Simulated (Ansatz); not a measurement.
## Structural relaxation of C(100)/AlN(10-10) interface (192 atoms)

Aim: bring C(100)/AlN(10-10) interface (192 atoms) to a nearby minimum of the energy and see what moves.

Method: Kohn-Sham DFT, PBE, PAW (set soft_2), plane waves, in Ansatz 0.2.0.

This is a report of a sequence of runs, with most program output left out.

## (1) Set-up

The cell holds 192 atoms: 136 C, 28 Al and 28 N. Its edges and angles: a = 13.619 Å, b = 7.974 Å, c = 13.873 Å, α = 90.0°, β = 90.0°, γ = 86.1°. It derives from C and AlN. Diamond-structure C(100), 4 repeat layers, 17 surface cells, strained +0.26 and -0.02 %; wurtzite AlN(10-10), 2 layers, 7 cells, -0.26 and +0.02 %; outer planes 1.98 Å apart and 2.06 Å at the second interface of the periodic stack; not relaxed, displaced by a Gaussian of 0.02 Å. Regions: C, 136 atoms (136 C); AlN, 56 atoms (28 Al and 28 N).

Before any run, some limits are plain. The host structure and its lattice constant were typed by rule, without a check against the phase diagram.

## (2) Single point at the start

A single point comes first, to see the forces before anything moves.

input.yaml

```yaml
crystal:
  lattice:
    - [13.6186, 0.0, 0.0]
    - [0.54426, 7.95561, 0.0]
    - [0.0, 0.0, 13.87303]
  atoms:
    - { symbol: C, position: [0.00099, 0.00485, 0.99894] }
    - { symbol: C, position: [0.85226, 0.26934, 0.06798] }
    - { symbol: C, position: [0.94393, 0.20872, 0.13101] }
    - { symbol: C, position: [0.91287, 0.06292, 0.19224] }
    - { symbol: C, position: [0.82458, 0.11737, 0.25521] }
    - { symbol: C, position: [0.03048, 0.15288, 0.32147] }
    - { symbol: C, position: [0.94205, 0.20856, 0.38562] }
    - { symbol: C, position: [0.91338, 0.05661, 0.45063] }
    - { symbol: C, position: [0.41176, 0.06402, 0.00056] }
    - { symbol: C, position: [0.26488, 0.32457, 0.06269] }
    - { symbol: C, position: [0.35322, 0.26945, 0.13016] }
    - { symbol: C, position: [0.32468, 0.12052, 0.19321] }
    - { symbol: C, position: [0.23723, 0.18343, 0.25587] }
    - { symbol: C, position: [0.44176, 0.20215, 0.31977] }
    - { symbol: C, position: [0.35181, 0.27117, 0.38449] }
    - { symbol: C, position: [0.32294, 0.11932, 0.44771] }
    - { symbol: C, position: [0.23545, 0.17305, 0.99955] }
    - { symbol: C, position: [0.08582, 0.43986, 0.06471] }
    - { symbol: C, position: [0.17375, 0.38403, 0.12954] }
    - { symbol: C, position: [0.14989, 0.23783, 0.19288] }
    - { symbol: C, position: [0.05915, 0.29573, 0.2588] }
    - { symbol: C, position: [0.26442, 0.32393, 0.32095] }
    - { symbol: C, position: [0.17585, 0.3835, 0.38497] }
    - { symbol: C, position: [0.14621, 0.23484, 0.45024] }
    - { symbol: C, position: [0.05972, 0.29558, 0.99979] }
    - { symbol: C, position: [0.91158, 0.55783, 0.06321] }
    - { symbol: C, position: [0.99828, 0.49897, 0.12727] }
    - { symbol: C, position: [0.97165, 0.35392, 0.19157] }
    - { symbol: C, position: [0.88175, 0.41732, 0.25573] }
    - { symbol: C, position: [0.0885, 0.44138, 0.32278] }
    - { symbol: C, position: [0.99575, 0.50022, 0.38704] }
    - { symbol: C, position: [0.96993, 0.3571, 0.44787] }
    [... 154 atom lines left out ...]
    - { symbol: Al, position: [0.69287, 0.77611, 0.65738] }
    - { symbol: "N", position: [0.73029, 0.97111, 0.59245] }
    - { symbol: Al, position: [0.8367, 0.55978, 0.78518] }
    - { symbol: "N", position: [0.87558, 0.75501, 0.85004] }
    - { symbol: Al, position: [0.76734, 0.91987, 0.84905] }
    - { symbol: "N", position: [0.65827, 0.83253, 0.78577] }
kpoints:
  mp_grid: { grid: [1, 2, 1] }
hamiltonian:
  xc: pbe
scf:
  occupations: { method: gaussian, width: 0.05 }
output:
  forces: true
  stress: true
  populations: true
  dos:
    method: { smearing: { sigma: 0.08 } }
    de: 0.1
    projected:
      site_lists:
        Al: [Al]
        C: [C]
        "N": ["N"]
        AlN: [136, 137, 138, 139, 140, 141, 142, 143, 144, 145, 146, 147, 148, 149, 150, 151, 152, 153, 154, 155, 156, 157, 158, 159, 160, 161, 162, 163, 164, 165, 166, 167, 168, 169, 170, 171, 172, 173, 174, 175, 176, 177, 178, 179, 180, 181, 182, 183, 184, 185, 186, 187, 188, 189, 190, 191]
  eigenvalues: true
```

Started as:

```bash
> ansatz run input.yaml --threads 4 --pin off --max-ram 8192MiB --backend cpu --events-out ev --progress --plain --runs-dir out
```

Wall time 1.9 min (4 threads of Arm Neoverse V2, shared host); peak memory 5.3 GiB.

The program notes that it cut back its work space to fit the memory limit.

The run gave:

```yaml
free_energy: -59867.4138 eV
free_energy_per_atom: -311.8094 eV/atom
scf_cycles: 14
pressure: -5.177 GPa
r_m_s_force_component: 1.118 eV/Å
longest_force: 4.941 eV/Å
fermi_energy: 9.724 eV
levels_partly_filled_by_over_2_per_cent: 3
spilling_of_the_projection: 0.005783
```

The r.m.s. force component of 1.1 eV/Å and the pressure of -5.2 GPa set the starting point.

Length of the force by element:

```csv
element,coordination,atoms,mean length of the force (eV/Å),spread,least,most
Al,all,28,1.75,0.409,0.973,2.41
C,all,136,1.89,0.823,0.376,4.94
N,all,28,1.25,0.548,0.378,2.33
```

## (3) Cell and atoms relaxed

Cell and atoms are freed together, to release stress as well as forces.

input.yaml, the sections that differ from step 2:

```yaml
output:
  forces: true
relax:
  f_tol: 0.03
  max_steps: 101
  cell: {}
# crystal, kpoints, hamiltonian, scf: as in step 2
```

The job ended after 24 min (4 threads; peak memory 4.9 GiB; 1.5 h of CPU time).

Step by step (22 of 24):

```csv
step,energy less that of the first step (eV),largest force component (eV/Å),pressure (GPa),volume (Å³)
1,0.0000,4.8529,-5.18,1503.06
2,-15.2950,3.2095,-2.72,1455.45
3,-25.1687,2.4037,1.95,1418.13
4,-31.8531,2.3715,2.83,1407.92
5,-37.0629,1.4807,0.09,1417.75
6,-41.0605,1.7724,0.27,1419.23
8,-43.9414,0.6549,0.22,1425.81
9,-44.4354,1.0254,0.24,1425.19
10,-45.0544,1.5655,-0.57,1427.07
11,-45.3651,2.5866,0.72,1421.06
12,-45.4772,2.1346,0.53,1422.18
13,-45.8133,0.8245,-0.43,1427.08
14,-45.8041,0.6689,0.44,1423.52
15,-45.9713,0.1849,0.12,1425.24
16,-45.9700,0.2176,-0.23,1426.88
17,-45.9949,0.1070,0.15,1425.41
19,-45.9984,0.0572,-0.02,1426.21
20,-45.9997,0.0218,0.00,1426.25
21*,-45.7775,0.0208,-0.27,1426.25
22,-45.7901,0.0335,0.14,1423.92
23,-45.7880,0.0101,0.01,1424.57
24*,-45.7785,0.0101,0.00,1424.57
```

Relaxation steps marked * repeat the geometry before them on a plane-wave basis chosen anew for their cell, so energy and pressure can jump there. Other such steps can lie between the rows shown. Relaxation steps 14, 18 were tried and not accepted.

```csv
cell as run,before,after,change
a (Å),13.619,13.476,-1.0 %
b (Å),7.974,7.995,+0.3 %
c (Å),13.873,13.269,-4.4 %
α (°),90.00,88.97,-1.1 %
β (°),90.00,91.67,+1.9 %
γ (°),86.09,85.67,-0.5 %
volume (Å³/atom),7.83,7.42,-5.2 %
```

The atoms that moved most (Å, as changes of fractional coordinates times the final cell):

```csv
atom,dx,dy,dz,length
N150,0.473,-0.522,0.431,0.826
N188,-0.405,-0.483,-0.499,0.804
C97,-0.630,0.313,0.155,0.720
C9,-0.589,0.293,-0.179,0.681
C25,-0.590,0.251,-0.063,0.645
Al189,0.167,-0.116,0.594,0.628
C104,0.509,-0.251,-0.215,0.607
C121,-0.558,0.226,-0.054,0.604
```

The relaxation changed the energy by -238 meV/atom, and atoms moved by 0.32 Å r.m.s., 0.83 Å at most.

## (4) Local order after relaxation

Density 3.24 g/cm³, 7.420 Å³ an atom.

Pair distribution functions g(r), in bins of 0.2 Å:

```csv
r (Å),total,C-C,C-Al,C-N,Al-Al,Al-N,N-N
1.30,0.03,0.00,0.00,0.16,0.00,0.00,0.00
1.50,3.12,5.96,0.00,0.55,0.00,0.00,0.00
1.70,0.27,0.49,0.00,0.00,0.00,0.46,0.00
1.90,0.68,0.00,0.15,0.00,0.00,15.30,0.00
2.10,0.27,0.07,0.44,0.00,0.00,3.41,0.00
2.30,0.43,0.80,0.11,0.03,0.00,0.13,0.00
2.50,2.67,5.12,0.12,0.30,0.44,0.00,0.00
2.70,0.70,1.06,0.31,0.41,0.77,0.00,0.39
2.90,1.79,2.63,0.49,0.50,4.92,0.59,6.43
3.10,1.07,1.06,0.49,0.44,7.71,0.82,6.99
3.30,0.58,0.32,0.44,0.49,4.55,1.73,2.70
3.50,0.95,1.14,0.41,0.71,0.60,2.30,1.31
3.70,0.81,0.84,0.52,0.68,0.10,2.90,0.54
3.90,1.25,1.98,0.42,0.45,0.46,1.52,0.29
4.10,0.52,0.43,0.66,0.40,0.43,1.50,0.78
4.30,1.38,2.07,0.59,0.47,1.16,1.76,1.41
4.50,1.23,1.75,0.65,0.55,0.85,1.56,0.65
4.70,1.12,1.42,0.70,0.64,0.71,2.40,0.46
4.90,0.83,0.88,0.64,0.79,0.71,1.51,0.90
5.10,0.95,1.04,0.77,0.80,1.99,0.64,1.50
5.30,1.17,1.50,0.69,0.82,2.46,0.36,1.80
5.50,0.94,0.95,0.81,0.81,2.15,0.91,2.06
5.70,1.27,1.53,0.86,1.02,1.52,1.15,1.92
5.90,0.86,0.68,0.85,0.97,1.78,1.21,2.29
6.10,0.70,0.47,0.99,0.76,1.36,1.07,1.26
6.30,1.07,1.20,1.00,0.93,0.40,1.15,0.47
6.50,1.01,1.07,0.98,0.91,0.34,1.50,0.51
6.70,1.35,1.71,1.01,1.09,0.29,1.21,0.39
```

## (5) Single point at the relaxed geometry

The electronic structure is read at the final geometry, in a run of its own.

input.yaml

```yaml
crystal:
  lattice:
    - [13.47421, 0.05654, -0.19287]
    - [0.57152, 7.97428, 0.07037]
    - [-0.19648, 0.13616, 13.2665]
  atoms:
    - { symbol: C, position: [0.99119, 0.01612, 0.98599] }
    - { symbol: C, position: [0.84249, 0.27547, 0.05845] }
    - { symbol: C, position: [0.93032, 0.20906, 0.12632] }
    - { symbol: C, position: [0.90501, 0.06342, 0.1919] }
    - { symbol: C, position: [0.82037, 0.12379, 0.26441] }
    - { symbol: C, position: [0.03057, 0.15031, 0.31653] }
    - { symbol: C, position: [0.94641, 0.20544, 0.39399] }
    - { symbol: C, position: [0.95035, 0.03552, 0.44069] }
    - { symbol: C, position: [0.36626, 0.10128, 0.98623] }
    - { symbol: C, position: [0.26022, 0.34476, 0.04806] }
    - { symbol: C, position: [0.34519, 0.28317, 0.12298] }
    - { symbol: C, position: [0.31678, 0.13261, 0.18939] }
    - { symbol: C, position: [0.23039, 0.18211, 0.25768] }
    - { symbol: C, position: [0.44111, 0.21604, 0.32322] }
    - { symbol: C, position: [0.3551, 0.26273, 0.39359] }
    - { symbol: C, position: [0.35469, 0.09273, 0.45751] }
    - { symbol: C, position: [0.24822, 0.19012, 0.98498] }
    - { symbol: C, position: [0.06889, 0.45688, 0.05781] }
    - { symbol: C, position: [0.16746, 0.3957, 0.11482] }
    - { symbol: C, position: [0.14221, 0.24445, 0.18443] }
    - { symbol: C, position: [0.05691, 0.3018, 0.2542] }
    - { symbol: C, position: [0.26234, 0.31997, 0.32537] }
    - { symbol: C, position: [0.1796, 0.38783, 0.39484] }
    - { symbol: C, position: [0.11971, 0.25866, 0.4548] }
    - { symbol: C, position: [0.01447, 0.32743, 0.99421] }
    - { symbol: C, position: [0.90616, 0.56748, 0.05396] }
    - { symbol: C, position: [0.99015, 0.51035, 0.12964] }
    - { symbol: C, position: [0.96294, 0.35906, 0.19266] }
    - { symbol: C, position: [0.87664, 0.41392, 0.26004] }
    - { symbol: C, position: [0.0901, 0.45385, 0.32383] }
    - { symbol: C, position: [0.0001, 0.49702, 0.39194] }
    - { symbol: C, position: [0.00947, 0.3274, 0.44416] }
    [... 154 atom lines left out ...]
    - { symbol: Al, position: [0.69705, 0.7383, 0.65302] }
    - { symbol: "N", position: [0.70222, 0.91137, 0.55476] }
    - { symbol: Al, position: [0.85037, 0.54441, 0.83026] }
    - { symbol: "N", position: [0.89968, 0.73901, 0.88724] }
    - { symbol: Al, position: [0.78253, 0.90636, 0.86273] }
    - { symbol: "N", position: [0.67709, 0.83854, 0.77724] }
kpoints:
  mp_grid: { grid: [1, 2, 1] }
hamiltonian:
  xc: pbe
scf:
  occupations: { method: gaussian, width: 0.05 }
output:
  forces: true
  stress: true
  populations: true
  dos:
    method: { smearing: { sigma: 0.08 } }
    de: 0.1
    projected:
      site_lists:
        Al: [Al]
        C: [C]
        "N": ["N"]
        AlN: [136, 137, 138, 139, 140, 141, 142, 143, 144, 145, 146, 147, 148, 149, 150, 151, 152, 153, 154, 155, 156, 157, 158, 159, 160, 161, 162, 163, 164, 165, 166, 167, 168, 169, 170, 171, 172, 173, 174, 175, 176, 177, 178, 179, 180, 181, 182, 183, 184, 185, 186, 187, 188, 189, 190, 191]
  eigenvalues: true
  write_density: true
  write_potential: true
  volumetric_format: npy
  elf: true
```

Run time: 2 min. Hardware: 4 threads; peak memory 5 GiB; 7.9 min of CPU time.

The run gave:

```
free energy                             : -59913.1923 eV
free energy per atom                    : -312.0479 eV/atom
SCF cycles                              : 15
pressure                                : 0.002321 GPa
r.m.s. force component                  : 0.00243 eV/Å
longest force                           : 0.01442 eV/Å
Fermi energy                            : 10.88 eV
levels partly filled by over 2 per cent : 4
spilling of the projection              : 0.0055
```

Löwdin charges by element (they lack the spilled electrons, 0.022 e an atom on average):

```csv
element,coordination,atoms,mean charge (e),spread,least,most
Al,all,28,1.05,0.0304,0.980,1.10
C,all,136,-0.0021,0.111,-0.357,0.223
N,all,28,-0.887,0.153,-1.03,-0.507
```

By region:

```csv
region,atoms,mean length of the force (eV/Å)
C,136,0.003
AlN,56,0.005
```

States in the cell by windows of 1 eV, zero at the Fermi level; the larger projections on atomic orbitals stand beside the total:

```csv
from (eV),to (eV),total,C p,AlN,N p,Al p,C s
-14,-13,28.4,12.1,4.5,0.2,1.0,11.6
-13,-12,16.7,9.8,0.9,0.1,0.2,5.9
-12,-11,33.6,20.7,1.9,0.6,0.5,10.9
-11,-10,23.8,14.9,1.5,0.6,0.4,7.3
-10,-9,30.8,21.6,3.1,1.7,0.6,5.9
-9,-8,39.2,28.8,4.7,2.9,0.9,5.5
-8,-7,50.4,34.9,10.7,6.8,1.9,4.7
-7,-6,64.9,40.6,20.2,13.2,3.4,3.8
-6,-5,69.4,44.6,21.4,14.9,3.4,3.1
-5,-4,75.0,46.6,25.5,19.3,4.0,2.6
-4,-3,63.5,33.3,28.2,22.8,3.8,1.5
-3,-2,60.7,27.8,31.1,26.5,3.5,1.3
-2,-1,36.1,20.5,14.0,11.6,1.8,1.1
-1,0,14.4,8.9,4.3,3.1,0.8,0.9
0,1,12.2,8.6,2.3,1.3,0.7,0.9
1,2,3.2,1.8,1.2,0.6,0.4,0.2
2,3,7.4,0.9,5.7,1.0,2.9,0.3
3,4,21.3,4.7,12.7,2.0,6.4,2.2
4,5,37.1,13.2,14.8,2.5,7.8,5.3
```

The curve was stored every 0.10 eV, coarse against its broadening of 0.08 eV, so these counts are rough.

Between -22 and -14 eV lie 160 more states.

The levels nearest the highest filled one (over half full), pooled over k-points and spins:

```csv
level less the highest filled one (eV),occupation
-0.589,2
-0.570,2
-0.561,2
-0.530,2
-0.0176,1.58
0,1.25
0.0184,0.835
0.045,0.338
0.170,0
0.190,0
0.428,0
0.449,0
```

Planar average of the electrostatic potential energy along the normal, with the Fermi level as zero, after a running mean with a triangular window 4 Å wide at its base:

```csv
height (Å),potential energy (eV)
0.0,-8.96
0.4,-10.15
0.7,-10.81
1.2,-11.43
1.5,-11.63
1.9,-11.65
2.2,-11.63
2.7,-11.62
2.9,-11.60
3.4,-11.62
3.7,-11.62
4.1,-11.67
4.6,-11.57
4.9,-11.28
5.3,-10.47
5.6,-9.68
6.0,-8.26
6.3,-7.22
6.8,-6.02
7.1,-5.64
7.5,-5.55
7.8,-5.57
8.3,-5.61
8.5,-5.67
9.0,-5.55
9.4,-5.26
9.7,-5.24
10.2,-5.56
10.5,-5.76
10.9,-5.86
11.2,-5.93
11.6,-6.06
11.9,-6.14
12.4,-6.53
12.7,-7.16
13.1,-8.51
```

Valence density in the ca plane at fractional y = 0.209, with atoms of C and Al and N within 0.2 Å of it. It is the smooth field of the valence electrons, not physical close to the nuclei.

Ten even steps from '0' (0.0 e/Å³) to '9' (3.2 e/Å³), each cell a mean:
```
1234431000012444310000000000000000000
0014553100001454200013431000000000000
0123431000112331000027962000000000000
2332100001344310000013421000112100001
4431000112222100000000000000133100012
3210113432100011110000000000111000012
2100024542100013542100000000000000013
4200001344210013543100011100000111234
4210000135531002432100001000001587544
1111001122221012432100000000001599411
0012333210000134321000000000000132100
0013442100011333100000000000000000000
1233210000234421000000000000110000000
3553100001345420000000000013663100001
3343211000123333210000000025994100001
1112333210001234310011100001331000001
2101133321101111100012100000000000012
4210001234421000000011000000000011234
3200000245531000000000000000001365444
0000012443210000111000000000001376311
0000135431000012443100023320000111000
0001122221111112332000136631000000000
1221100012443111110000013310000000000
3543100001343221100000000000000000001
```
Columns run along c (13.3 Å), rows up along a (13.5 Å). Atoms in or near the plane, at fractional coordinates: C at (0.13, 0.93), C at (0.39, 0.95), C at (0.32, 0.44), C at (0.98, 0.25), C at (0.20, 0.73), C at (0.45, 0.70), C at (0.99, 0.66), C at (0.05, 0.42), Al at (0.87, 0.93), Al at (0.64, 0.42), N at (0.88, 0.61), N at (0.77, 0.40).

Electrostatic potential energy in the ca plane at fractional y = 0.209, with atoms of C and Al and N within 0.2 Å of it. With pseudopotentials it is smooth inside the atoms' cores, unlike the true potential.

Ten even steps from '0' (-42 eV) to '9' (14 eV), each cell a mean:
```
8666447999988511699999998999997666789
9984004899998400699997679999986787689
9876457999976677999982048899997666789
8646899998753589999997678899988888999
4678999887777899999999999999977999986
5799985358999998899999999999988899986
7899971017999984116999999999766789987
0689987654589984016877778999877888830
2789999840168998668866668999998512541
8889998876689987447876679999998401588
9987567789999866679999999999999878999
9984148899998645899999999999998889999
8656789999732578999998766799999889999
5003899999600389999997687677337999999
7446788999876655899997677685005999998
8987567789998623789999877898778999998
8898876678999888999998999999999999987
1689998863478999999987789999999999830
3799999830068999999866667999999733641
9999985466789999889866767999988733798
9999860048999997336887777689877889999
9999886678889987447999973379988899999
8768999987755799889999997799999999999
7215899998734788899999988999999989999
```
Columns run along c (13.3 Å; values clipped at the 3rd and 97th percentile), rows up along a (13.5 Å). Atoms in or near the plane, at fractional coordinates: C at (0.13, 0.93), C at (0.39, 0.95), C at (0.32, 0.44), C at (0.98, 0.25), C at (0.20, 0.73), C at (0.45, 0.70), C at (0.99, 0.66), C at (0.05, 0.42), Al at (0.87, 0.93), Al at (0.64, 0.42), N at (0.88, 0.61), N at (0.77, 0.40).

Mean Löwdin charges: Al +1.05, C -0.00, N -0.89 e (they miss 0.55 % of the electrons, so they add up to more than the cell's charge). Within 0.4 eV of the Fermi level the largest share is C p (74 % of the projected weight).

A closer look about Al161, one of the 28 Al atoms: 12 atoms, nearest first, numbered in the order of the input, with positions taken from that point.

```csv
atom,x,y,z,distance (Å),Löwdin charge (e)
Al161,0.00,0.00,0.00,0.00,1.06
N162,-1.19,-1.11,1.05,1.93,-1.02
N178,1.16,1.36,0.78,1.95,-1.01
N156,1.38,-1.32,-0.45,1.96,-0.74
C64,-0.86,-0.54,-1.80,2.06,-0.33
N164,-1.54,1.75,0.16,2.34,-1.00
C56,0.73,-1.22,-1.86,2.34,0.10
Al163,-2.41,0.33,0.88,2.58,1.07
C104,0.15,1.76,-2.08,2.73,0.07
C96,1.46,1.22,-2.03,2.78,-0.16
Al179,-0.13,2.68,0.77,2.79,1.06
C63,-0.77,0.74,-2.66,2.87,0.05
```

## (6) Outcome

| Property | Result |
| --- | --- |
| energy change in the relaxation | -238.4 meV/atom |
| r.m.s. displacement | 0.322 Å |
| largest displacement | 0.826 Å |
| free energy per atom | -312.0479 eV/atom |
| density | 3.242 g/cm³ |
| pressure | 0.002321 GPa |
| r.m.s. force component | 0.00243 eV/Å |
| wall time of the 3 DFT runs | 28 min |

Relaxation lowers the energy by 238 meV/atom and moves atoms by 0.32 Å r.m.s.; the r.m.s. force component goes from 1.1 to 0.0024 eV/Å, the pressure goes from -5.2 to 0.0023 GPa. Displacements are taken in the final cell, so they leave out its strain. The cell shrank by 5.2 % in volume. From the first step to the last the energy fell by 45.778 eV, across changes of basis, and the largest move was 0.83 Å (N150). 4 levels are partly filled by over 2 % (on the run's k-points), and the list of levels jumps by 0.51 eV between -0.53 and -0.02 eV: the Fermi level sits among few, sparse states, as at a band edge or among defect levels.

[Logs are printed without paths, hosts, clocks, repeated set-up lines and the standing remarks that a program may print on its own settings, such as how far it seeks lower states.]

[Hosts, paths, dates, database ids (printed as entryN), source tags and the programs' standing remarks are cut or masked in the printed files.]
